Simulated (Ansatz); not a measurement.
**Changed inputs in constrained RPA: SrAgO3 (cubic perovskite) (Pm-3m)**

Wanted: the sensitivity and cost of U and J for SrAgO3 (cubic perovskite) (Pm-3m).

Method: constrained RPA on LDA, plane waves, PAW, in Ansatz 0.2.0.

The structure was built from a prototype and need not be the compound's stable phase.

## 1. The structure

It takes space group Pm-3m (No. 221, cubic). Conventional cell: a = 3.962 Å, b = 3.962 Å, c = 3.962 Å, α = 90.00°, β = 90.00°, γ = 90.00°. Nearest to Sr lie 12 O at 2.80 Å. Nearest to Ag lie 6 O at 1.98 Å. O has 2 Ag at 1.98 Å and 4 Sr at 2.80 Å nearest. Farther neighbours and most contacts between anions are not listed.

The structure was relaxed with LDA. The structure type comes from a generator and need not be one that this composition takes. The structure was generated from a model, not taken from a measurement. The runs that relaxed it are not among those shown. The program's search for lower electronic states was switched off, so nothing shows that the state found is the lowest. The default PAW set here is soft_2. Its files were made with PBE.

## 2. Base: Ag d + anion p, bands v13 to c1, 4×4×4 mesh, medium accuracy

Constrained RPA screens the interaction with every transition except those inside the target bands, which a later many-body model would treat itself.

File input.yaml:

```yaml
crystal:
  lattice:
    - [0.0, -3.96201303, 0.0]
    - [0.0, 0.0, 3.96201303]
    - [-3.96201303, 0.0, 0.0]
  atoms:
    - { symbol: Sr, position: [0.0, 0.0, 0.0] }
    - { symbol: Ag, position: [0.5, 0.5, 0.5] }
    - { symbol: O, position: [0.5, 0.5, 0.0] }
    - { symbol: O, position: [0.5, 0.0, 0.5] }
    - { symbol: O, position: [0.0, 0.5, 0.5] }
kpoints:
  mp_grid: { grid: [6, 6, 6] }
hamiltonian:
  xc: lda
scf:
  occupations: { method: gaussian, width: 0.08 }
  n_extra_bands: 19
  max_iter: 150
  lower_state_search: "off"
output:
  crpa:
    kmesh: [4, 4, 4]
    target_bands: [v13, c1]
    projections: [{ species: Ag, l: d, shell: 4 }, { species: O, l: p, shell: 2 }]
  local_orbitals:
    kmesh: [8, 8, 8]
    orbitals: [{ species: Ag, l: d, shell: 4 }, { species: O, l: p, shell: 2 }]
    window: { bands: [v13, c1] }
    seedname: lo
```

Run with:

```sh
ansatz run input.yaml --threads 4 --pin off --max-ram 9216MiB --backend cpu --events-out ev --progress --plain --runs-dir out
```

Numbers of over 12 decimals in the logs are rounded to 6 here.

The program printed:

```text
scf.n_extra_bands = 19 over 24 filled bands (N_el = 47.0): the run solves 43 bands
Engine: ansatz 0.2.0, x86_64-unknown-linux-gnu
Pseudopotentials: kind: paw
Pseudopotential: Sr, paw, valence charge 10, recommended cutoff 420 eV (normal), Sr.paw.azcp
Pseudopotential: Ag, paw, valence charge 19, recommended cutoff 420 eV (normal), Ag.paw.azcp
Pseudopotential: O, paw, valence charge 6, recommended cutoff 420 eV (normal), O.paw.azcp
Functional definition: SPW92
  exchange = slater_x
  correlation = pw_c
Crystal: 5 atoms, lattice volume = 62.194 Å³
Basis set: ecut = 420 eV, 1213 PW (Γ)
Bands: 43, of which v1, the nominal top of the filled ones, is band 24 counted from 1 (23 counted from 0)
Symmetry: 48 space group operations
Space group: Pm-3m (ITA 221), of the structure as read, at distance tolerance 4.0e-5 Å
k-points: 20 of 216
Non-local potential: Sr, projectors of the file, l = 0: 3, l = 1: 2, l = 2: 2
Non-local potential: Ag, projectors of the file, l = 0: 3, l = 1: 2, l = 2: 2, l = 3: 1
Non-local potential: O, projectors of the file, l = 0: 2, l = 1: 2, l = 2: 1
PAW form: soft (Blöchl's): semilocal exchange-correlation on the pseudo side does not see the compensation charge
PAW frozen core: Sr, regenerated for the run's functional, and the local potential with it (the file was generated under x = pbe(κ = 0.804, μ = 0.219515), c = pbe(β = 0.066725))
PAW frozen core: Ag, regenerated for the run's functional, and the local potential with it (the file was generated under x = pbe(κ = 0.804, μ = 0.219515), c = pbe(β = 0.066725))
PAW frozen core: O, regenerated for the run's functional, and the local potential with it (the file was generated under x = pbe(κ = 0.804, μ = 0.219515), c = pbe(β = 0.066725))
PAW one-centre angular grid: Sr, 110 points (default); XC on 64 Gauss nodes
PAW one-centre angular grid: Ag, 590 points (default); XC on 64 Gauss nodes
PAW one-centre angular grid: O, 110 points (default); XC on 64 Gauss nodes
Initial density: superposition of atomic densities (neutral atoms: chi_scale 0, normalization atom), corrected by the library's trained network
Initial wavefunctions: pseudopotential atomic-orbital guess
Functional: x = slater, c = lda
SCF iter   1: F=—  HF=-12566.420448 eV  |F-HF|=—  |Δ(HF+E_count)|=         —  Δρ=2.18e-2  dr2=3.18e-1  ethr=1.77e-3  ⟨swp⟩=8.0  Hψ=4175  notcnv=0  defer=187
preconditioner: auto → Resta (q_TF=auto, 2.604 Å⁻¹)  ε∞=3.0  [insulator: Δε(μ)=0.095 eV  Ē_g=20.314 eV  σ=0.080 eV  W_gap=0.55  n_scr=18 (ndim 8)  ℏωp=28.6 eV  f_vac=0.005  D(μ)=1.43/eV (n_scr^D=6)  ε∞_Penn≈3.0]
SCF iter   2: F=—  HF=-12566.341566 eV  |F-HF|=—  |Δ(HF+E_count)|=   7.89e-2  Δρ=9.59e-3  dr2=6.82e-2  ethr=6.76e-4  ⟨swp⟩=2.0  Hψ=1144  notcnv=0  defer=231
[...]
Fermi energy:    10.228473 eV
--- Per-component energies (eV) ---
  E_band       = -378.660479
  E_kinetic    = 1290.201846
  E_local      = -4536.575115  (includes V_loc(G=0)·N_el)
  E_nonlocal   = 441.067083
  E_hartree    = 1830.365448
  E_xc         = -573.571879
  E_vxc        = -677.165019  (∫ρ·V_xc dr)
  E_paw        = -6802.622708  (= ΣΔE_a)
  E_vpaw       = -556.930296  (= ΣTr[D̂ρ^β])
  E_aug_tail   = 0.007610  (compensation charges beyond the density's cutoff)
  E_ewald      = -4216.494598
  E_core_change = 1.309707  (= ΣΔE_core)
  E_smearing   = -0.004143  (= −TS)
  E_closure    = 0.000000  (closes the sum)
  Σ components = -12566.316748   (vs F -12566.316748, Δ=0.00e0)
--- Band table (eV; the first three rows and the last of 20) ---
  k-point 0: bands = [... 20 lower, 8.9718, 8.9718, 9.3380, 9.3380, 9.3380, 15.6378, 15.6378, 15.6502, ... 15 higher]
  k-point 1: bands = [... 20 lower, 9.0287, 9.0287, 9.4126, 9.4126, 9.6836, 16.0372, 16.0719, 16.3057, ... 15 higher]
  k-point 2: bands = [... 20 lower, 8.9843, 8.9843, 9.7337, 9.7337, 10.5849, 16.9315, 16.9481, 17.9574, ... 15 higher]
  k-point 19: bands = [... 20 lower, 10.0777, 10.0777, 10.0777, 13.6464, 13.6464, 16.9171, 16.9171, 16.9171, ... 15 higher]
--- cRPA (band scheme, projected local orbitals): target bands 12..25 (1-based), 14 Wannier function(s), 4×4×4 mesh, 50 bands' worth read of 55 solved, ecut_chi 136.0 eV, v(q+G=0) probe_charge, pair densities all_electron ---
  bands read: the sum over 50 bands ends inside a degenerate multiplet in 1 slot, whose members it reads at an even weight; the widest, k=42: bands 49 to 51 (counted from 1) at 2/3 each
  χ-basis size per q: N_G = 208..251
  window electrons = 25.0000, filled by tetrahedron_uncorrected; constrained ε̄⁻¹(q = 0, 0) head = 0.350601; min gauge Gram eig = 0.7502
  Kanamori averages over each shell's own Wannier functions (sites counted from 0, functions from 1):
  Each shell's averages of U are screened by what lies outside the whole window alone: parameters of one model of all the shells.
    Site 1, 4D, 5 of 5 d orbitals (Wannier functions 1, 2, 3, 4, 5; wannier90's mr 1, 2, 3, 4, 5):
      screened: U = 8.9269 eV, U' = 7.7213 eV, J = 0.6032 eV
      screened, to within: U = 2.9e-2 eV, U' = 2.9e-2 eV, J = 8.3e-4 eV
      bare: V = 19.7373 eV, V' = 18.1979 eV, J = 0.7642 eV
    Site 2, 2P, 3 of 3 p orbitals (Wannier functions 6, 7, 8; wannier90's mr 1, 2, 3):
      screened: U = 7.3901 eV, U' = 5.9839 eV, J = 0.7012 eV
      screened, to within: U = 1.3e-2 eV, U' = 1.3e-2 eV, J = 1.1e-3 eV
      bare: V = 18.8075 eV, V' = 17.0092 eV, J = 0.8964 eV
    Site 3, 2P, 3 of 3 p orbitals (Wannier functions 9, 10, 11; wannier90's mr 1, 2, 3):
      screened: U = 7.3901 eV, U' = 5.9839 eV, J = 0.7012 eV
      screened, to within: U = 1.3e-2 eV, U' = 1.3e-2 eV, J = 1.1e-3 eV
      bare: V = 18.8075 eV, V' = 17.0092 eV, J = 0.8964 eV
    Site 4, 2P, 3 of 3 p orbitals (Wannier functions 12, 13, 14; wannier90's mr 1, 2, 3):
      screened: U = 7.3901 eV, U' = 5.9839 eV, J = 0.7012 eV
      screened, to within: U = 1.3e-2 eV, U' = 1.3e-2 eV, J = 1.1e-3 eV
      bare: V = 18.8075 eV, V' = 17.0092 eV, J = 0.8964 eV
  Hermiticity witness max|P − P†| over intra, direct and exchange elements: 1.02e-14 eV (screened), 3.55e-15 eV (bare)
  Reality witness max|Im| over intra, direct and exchange elements: 3.64e-10 eV (screened), 2.60e-12 eV (bare)
[key lines of the parts left out:]
SCF converged after 6 iterations
Free energy (F): -12566.316748 eV
```

Run time: 1.8 min. Hardware: 4 threads of Intel Xeon Platinum 8488C (Sapphire Rapids), shared host; peak memory 0.79 GiB; 6.7 min of CPU time.

This step gave:

```
U                                                 : 8.927 eV
U prime (inter-orbital)                           : 7.721 eV
J                                                 : 0.6032 eV
bare V                                            : 19.74 eV
bare J                                            : 0.7642 eV
stated bound on U                                 : 0.02823 eV
U over bare V                                     : 0.4523
electrons in the window                           : 25.00
head of the constrained inverse dielectric matrix : 0.3506
least eigenvalue of the projection's overlap      : 0.7502
target functions                                  : 14
bands in the sums                                 : 50
r.m.s. miss of the model bands                    : 1.22e-4 eV
width of the target bands                         : 11.32 eV
weight of the projected orbitals in the window    : 0.9502
```

On the Ag d shell, screening brings the on-site interaction from 19.7 eV down to U = 8.93 eV.

## 3. Changed: 2×2×2 mesh

input.yaml, the sections that differ from step 2:

```yaml
output:
  crpa:
    kmesh: [2, 2, 2]
    target_bands: [v13, c1]
    projections: [{ species: Ag, l: d, shell: 4 }, { species: O, l: p, shell: 2 }]
# crystal, kpoints, hamiltonian, scf: as in step 2
```

The program printed:

```text
[...]
Crystal: 5 atoms, lattice volume = 62.194 Å³
Basis set: ecut = 420 eV, 1213 PW (Γ)
Bands: 43, of which v1, the nominal top of the filled ones, is band 24 counted from 1 (23 counted from 0)
Symmetry: 48 space group operations
[...]
k-points: 20 of 216
[...]
SCF iter   1: F=—  HF=-12566.420448 eV  |F-HF|=—  |Δ(HF+E_count)|=         —  Δρ=2.18e-2  dr2=3.18e-1  ethr=1.77e-3  ⟨swp⟩=8.0  Hψ=4175  notcnv=0  defer=187
[...]
SCF iter   6: F=-12566.316748 eV  HF=-12566.316748 eV  |F-HF|=1.35e-9  |Δ(HF+E_count)|=   1.87e-7  Δρ=1.13e-5  dr2=5.82e-8  ethr=2.13e-10  ⟨swp⟩=10.9  Hψ=5266  notcnv=0
SCF 1 converged in 6 iterations: F = -12566.316748 eV  dr2 = 5.82e-8
[...]
NSCF: frozen V_eff on 4 k-points
[...]
cRPA screening: q 1/8
cRPA screening: q 2/8
cRPA screening: q 5/8 (q-point 4)
cRPA screening: q 8/8
SCF converged after 6 iterations
Free energy (F): -12566.316748 eV
[...]
χ-basis size per q: N_G = 208..251
[...]
screened: U = 8.9120 eV, U' = 7.7032 eV, J = 0.6039 eV
      screened, to within: U = 2.4e-2 eV, U' = 2.4e-2 eV, J = 8.8e-4 eV
      bare: V = 19.8424 eV, V' = 18.2994 eV, J = 0.7663 eV
    Site 2, 2P, 3 of 3 p orbitals (Wannier functions 6, 7, 8; wannier90's mr 1, 2, 3):
      screened: U = 7.4541 eV, U' = 6.0368 eV, J = 0.7054 eV
      screened, to within: U = 1.2e-2 eV, U' = 1.2e-2 eV, J = 1.1e-3 eV
      bare: V = 18.9724 eV, V' = 17.1654 eV, J = 0.8994 eV
    Site 3, 2P, 3 of 3 p orbitals (Wannier functions 9, 10, 11; wannier90's mr 1, 2, 3):
      screened: U = 7.4541 eV, U' = 6.0368 eV, J = 0.7054 eV
      screened, to within: U = 1.2e-2 eV, U' = 1.2e-2 eV, J = 1.1e-3 eV
      bare: V = 18.9724 eV, V' = 17.1654 eV, J = 0.8994 eV
    Site 4, 2P, 3 of 3 p orbitals (Wannier functions 12, 13, 14; wannier90's mr 1, 2, 3):
      screened: U = 7.4541 eV, U' = 6.0368 eV, J = 0.7054 eV
      screened, to within: U = 1.2e-2 eV, U' = 1.2e-2 eV, J = 1.1e-3 eV
      bare: V = 18.9724 eV, V' = 17.1654 eV, J = 0.8994 eV
[...]
[key lines of the parts left out:]
Fermi energy:    10.228473 eV
```

It took 12 s on 4 threads; peak memory 0.68 GiB.

Numbers from this step:

```
U                                                 : 8.912 eV
U prime (inter-orbital)                           : 7.703 eV
J                                                 : 0.6039 eV
bare V                                            : 19.84 eV
bare J                                            : 0.7663 eV
stated bound on U                                 : 0.02317 eV
U over bare V                                     : 0.4491
electrons in the window                           : 25.00
head of the constrained inverse dielectric matrix : 0.3329
least eigenvalue of the projection's overlap      : 0.7502
target functions                                  : 14
bands in the sums                                 : 50
width of the target bands                         : 11.32 eV
weight of the projected orbitals in the window    : 0.9502
```

On the Ag d shell, screening brings the on-site interaction from 19.8 eV down to U = 8.91 eV.

## 4. Changed: accuracy low

input.yaml: that of step 3 with these lines changed.

```diff
@@ -22,4 +22,5 @@
   crpa:
-    kmesh: [2, 2, 2]
+    kmesh: [4, 4, 4]
     target_bands: [v13, c1]
     projections: [{ species: Ag, l: d, shell: 4 }, { species: O, l: p, shell: 2 }]
+    accuracy: low
```

The program printed:

```text
[...]
Crystal: 5 atoms, lattice volume = 62.194 Å³
Basis set: ecut = 420 eV, 1213 PW (Γ)
Bands: 43, of which v1, the nominal top of the filled ones, is band 24 counted from 1 (23 counted from 0)
Symmetry: 48 space group operations
[...]
k-points: 20 of 216
[...]
screened: U = 7.3513 eV, U' = 5.9493 eV, J = 0.6995 eV
      screened, to within: U = 1.5e-1 eV, U' = 1.5e-1 eV, J = 1.3e-2 eV
      bare: V = 18.8075 eV, V' = 17.0092 eV, J = 0.8964 eV
    Site 4, 2P, 3 of 3 p orbitals (Wannier functions 12, 13, 14; wannier90's mr 1, 2, 3):
      screened: U = 7.3513 eV, U' = 5.9493 eV, J = 0.6995 eV
      screened, to within: U = 1.5e-1 eV, U' = 1.5e-1 eV, J = 1.3e-2 eV
      bare: V = 18.8075 eV, V' = 17.0092 eV, J = 0.8964 eV
[...]
[key lines of the parts left out:]
SCF converged after 6 iterations
Free energy (F): -12566.316748 eV
Fermi energy:    10.228473 eV
```

Wall time 54 s (4 threads); peak memory 0.73 GiB.

This step gave:

| Quantity | Value |
| --- | --- |
| U | 8.863 eV |
| U prime (inter-orbital) | 7.662 eV |
| J | 0.6010 eV |
| bare V | 19.74 eV |
| bare J | 0.7642 eV |
| stated bound on U | 0.2782 eV |
| U over bare V | 0.4491 |
| electrons in the window | 25.00 |
| head of the constrained inverse dielectric matrix | 0.3503 |
| least eigenvalue of the projection's overlap | 0.7502 |
| target functions | 14 |
| bands in the sums | 50 |
| width of the target bands | 11.32 eV |
| weight of the projected orbitals in the window | 0.9502 |

On the Ag d shell, screening brings the on-site interaction from 19.7 eV down to U = 8.86 eV.

## 5. Changed: sums over states

input.yaml: that of step 4 with these lines changed.

```diff
@@ -25,2 +25,4 @@
     projections: [{ species: Ag, l: d, shell: 4 }, { species: O, l: p, shell: 2 }]
-    accuracy: low
+    accuracy: sum_over_states
+    n_empty_bands: 24
+    ecut_chi: 70
```

The program printed:

```text
[...]
Crystal: 5 atoms, lattice volume = 62.194 Å³
Basis set: ecut = 420 eV, 1213 PW (Γ)
Bands: 43, of which v1, the nominal top of the filled ones, is band 24 counted from 1 (23 counted from 0)
Symmetry: 48 space group operations
[...]
k-points: 20 of 216
[...]
screened: U = 7.9848 eV, U' = 6.4262 eV, J = 0.7725 eV
      bare: V = 18.8075 eV, V' = 17.0092 eV, J = 0.8964 eV
    Site 3, 2P, 3 of 3 p orbitals (Wannier functions 9, 10, 11; wannier90's mr 1, 2, 3):
      screened: U = 7.9848 eV, U' = 6.4262 eV, J = 0.7725 eV
      bare: V = 18.8075 eV, V' = 17.0092 eV, J = 0.8964 eV
    Site 4, 2P, 3 of 3 p orbitals (Wannier functions 12, 13, 14; wannier90's mr 1, 2, 3):
      screened: U = 7.9848 eV, U' = 6.4262 eV, J = 0.7725 eV
      bare: V = 18.8075 eV, V' = 17.0092 eV, J = 0.8964 eV
[...]
[key lines of the parts left out:]
SCF converged after 6 iterations
Free energy (F): -12566.316748 eV
Fermi energy:    10.228473 eV
```

Wall time 12 s (4 threads); peak memory 0.68 GiB; 44 s of CPU time.

This variant gives U = 10.19 eV against 8.93 eV. It is a finite sum over empty states with no bound on its error and stays out of the table below.

[end of part 1 of 2]

[Paths, hosts, dates, memory and timing lines, banners, echoed tables and standing remarks are left out of the program output.]

[Logs are printed without paths, hosts, clocks, repeated set-up lines and the standing remarks that a program may print on its own settings, such as how far it seeks lower states.]

[Runs of the session that timed out or met a known fault of the program may be left out.]

[Hosts, paths, dates, database ids (printed as entryN), source tags and the programs' standing remarks are cut or masked in the printed files.]
